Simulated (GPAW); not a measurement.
# 1T-IrSSe monolayer in an electric field, part 3 of 3

How does 1T-IrSSe monolayer screen a perpendicular field?

GPAW 26.7.0; GPAW, PAW setups; layer in a repeated cell with vacuum, relaxation of atoms and in-plane cell (the session's first sound run).

So far. Step 8 (Field on): The dipole is now 0.0301 e Å, against 0.0013 in the run without a field. Step 9 (In a field): The dipole is now 0.0589 e Å, against 0.0013 in the run without a field.

## (10) In a field

run.py reads:

```python
import json
import numpy as np
from ase import Atoms
from gpaw import GPAW, PW
from gpaw.external import ConstantElectricField

slab = Atoms(
    ['Se', 'Ir', 'S'],
    positions=[
        [1.81465, 1.04769, 8.00000],
        [-0.00000, -0.00000, 9.43302],
        [-0.00000, 2.09538, 10.48169]],
    cell=[[3.6293, 0.0, 0.0], [-1.81465, 3.14307, 0.0], [0.0, 0.0, 18.4817]],
    pbc=[True, True, False])

slab.calc = GPAW(mode=PW(400), xc='PBE', kpts={'size': (9, 9, 1), 'gamma': True},
                 occupations={'name': 'fermi-dirac', 'width': 0.05}, nbands='160%',
                 convergence={'density': 1e-05}, maxiter=200,
                 poissonsolver={'dipolelayer': 'xy'},
                 external=ConstantElectricField(0.3, [0, 0, 1]),
                 symmetry={'tolerance': 1e-3}, txt='slab.txt')
result = {}
energy = slab.get_potential_energy()
fermi = slab.calc.get_fermi_level()
v = slab.calc.get_electrostatic_potential().mean((0, 1)) - fermi
n = slab.calc.get_pseudo_density().mean((0, 1))
L = slab.cell[2, 2]
z = np.arange(len(v)) * L / len(v)
low, high = slab.positions[:, 2].min(), slab.positions[:, 2].max()
below, above = np.interp([low - 5.8, high + 5.8], z, v)
slopes = [np.interp(x, z, np.gradient(v, z)) for x in (low - 5.8, high + 5.8)]
eps = np.array([[slab.calc.get_eigenvalues(k, s) for k in range(len(slab.calc.get_ibz_k_points()))]
                for s in range(slab.calc.get_number_of_spins())]) - fermi
top, bottom = eps[eps < 0].max(), eps[eps > 0].min()
dipole = slab.get_dipole_moment()[2]
print(f'energy {energy:.4f} eV, Fermi level {fermi:.4f} eV, dipole {dipole:.5f} e A')
print(f'potential 5.8 A off the faces, from the Fermi level: lower {below:.4f} eV, upper {above:.4f} eV')
print(f'slope of the potential there: lower {slopes[0]:.5f}, upper {slopes[1]:.5f} eV/A')
print(f'nearest levels on the mesh: {top:.4f} and {bottom:.4f} eV')
print('magnetic moment', round(slab.get_magnetic_moment(), 3))
result.update(energy=energy, fermi=fermi, dipole=dipole, below=below, above=above, slopes=slopes, edges=[top, bottom],
              z=z.tolist(), v=v.tolist(), n=n.tolist(), positions=slab.positions.tolist(),
              forces=slab.get_forces(apply_constraint=False).tolist(), moments=slab.get_magnetic_moments().tolist())
json.dump(result, open('result.json', 'w'))
```

On the command line:

```
OMP_NUM_THREADS=1 OPENBLAS_NUM_THREADS=1 python run.py
```

Wall time 57 s (1 thread of Intel Xeon Platinum 8488C (Sapphire Rapids), shared host); peak memory 0.27 GiB.

Table of electrostatic potential energy of an electron (without an applied field's), less the Fermi level, planar mean by z:

```
z (Å)  electrostatic potential energy of an electron (without an applied field's), less the Fermi level, planar mean (eV)
  0.0                                                                                                                5.49
  0.5                                                                                                                6.19
  1.0                                                                                                                6.19
  1.5                                                                                                                6.19
  2.0                                                                                                                6.19
  2.5                                                                                                                6.19
  3.0                                                                                                                6.19
  3.5                                                                                                                6.19
  4.0                                                                                                                6.19
  4.5                                                                                                                6.19
  5.0                                                                                                                6.18
  5.5                                                                                                                6.15
  6.0                                                                                                                6.04
  6.5                                                                                                                5.58
  7.0                                                                                                                3.68
  7.5                                                                                                               -3.67
  8.0                                                                                                               -15.9
  8.5                                                                                                               -7.21
  9.0                                                                                                               -9.85
  9.5                                                                                                               -16.6
 10.0                                                                                                               -12.2
 10.5                                                                                                               -15.1
 11.0                                                                                                               -2.58
 11.5                                                                                                                3.25
 12.0                                                                                                                4.50
 12.5                                                                                                                4.74
 13.0                                                                                                                4.79
 13.5                                                                                                                4.80
 14.0                                                                                                                4.80
 14.5                                                                                                                4.80
 15.0                                                                                                                4.80
 15.5                                                                                                                4.80
 16.0                                                                                                                4.80
 16.5                                                                                                                4.80
 17.0                                                                                                                4.80
 17.5                                                                                                                4.80
 18.0                                                                                                                4.80
```

The dipole is now 0.0878 e Å, against 0.0013 in the run without a field.

## (11) The series

The members are put on one axis.

This step: induced dipole against applied field (GPAW 26.7.0).

Dipole along the normal against field:

```
field (V/Å)  dipole along the normal (e·Å)
     -0.200                        -0.0563
     -0.100                        -0.0276
     -0.050                        -0.0132
      0.000                        0.00133
      0.050                         0.0157
      0.100                         0.0301
      0.200                         0.0589
      0.300                         0.0878
```

## (12) What came out

```yaml
work_function_upper_and_lower_face: 5.460 and 5.480 eV
dipole_along_the_normal: 0.00133 e Å
induced_dipole_per_field: 0.288 e Å per V/Å
out_of_plane_polarisability_per_area_alpha_eps_0_a: 4.57 Å
```

**Reading.** The field induces 0.288 e Å per V/Å, a polarisable thickness α/(ε0 A) of 4.57 Å beside 2.48 Å between the outermost nuclei. A perfect conductor would give the distance between its two image planes; a dielectric of thickness t gives t(1 - 1/ε). The induced dipole is linear in the field over this range. The starting lattice was a guess from atomic radii; the relaxation moved it by 5 %. The small printed dipole stands for a step of -21 meV from the lower to the upper face, and the probes find -20 meV; values this small are near the numerical noise of both. The cell holds an odd number of electrons, so without spin polarisation it must come out metallic and without a moment, whatever its true state. The layer's cell and atoms come from the relaxation; spin-orbit coupling and temperature are left out.

[Logs are printed without paths, hosts, clocks, repeated set-up lines and the standing remarks that a program may print on its own settings, such as how far it seeks lower states.]

[Hosts, paths, dates, database ids (printed as entryN), source tags and the programs' standing remarks are cut or masked in the printed files.]
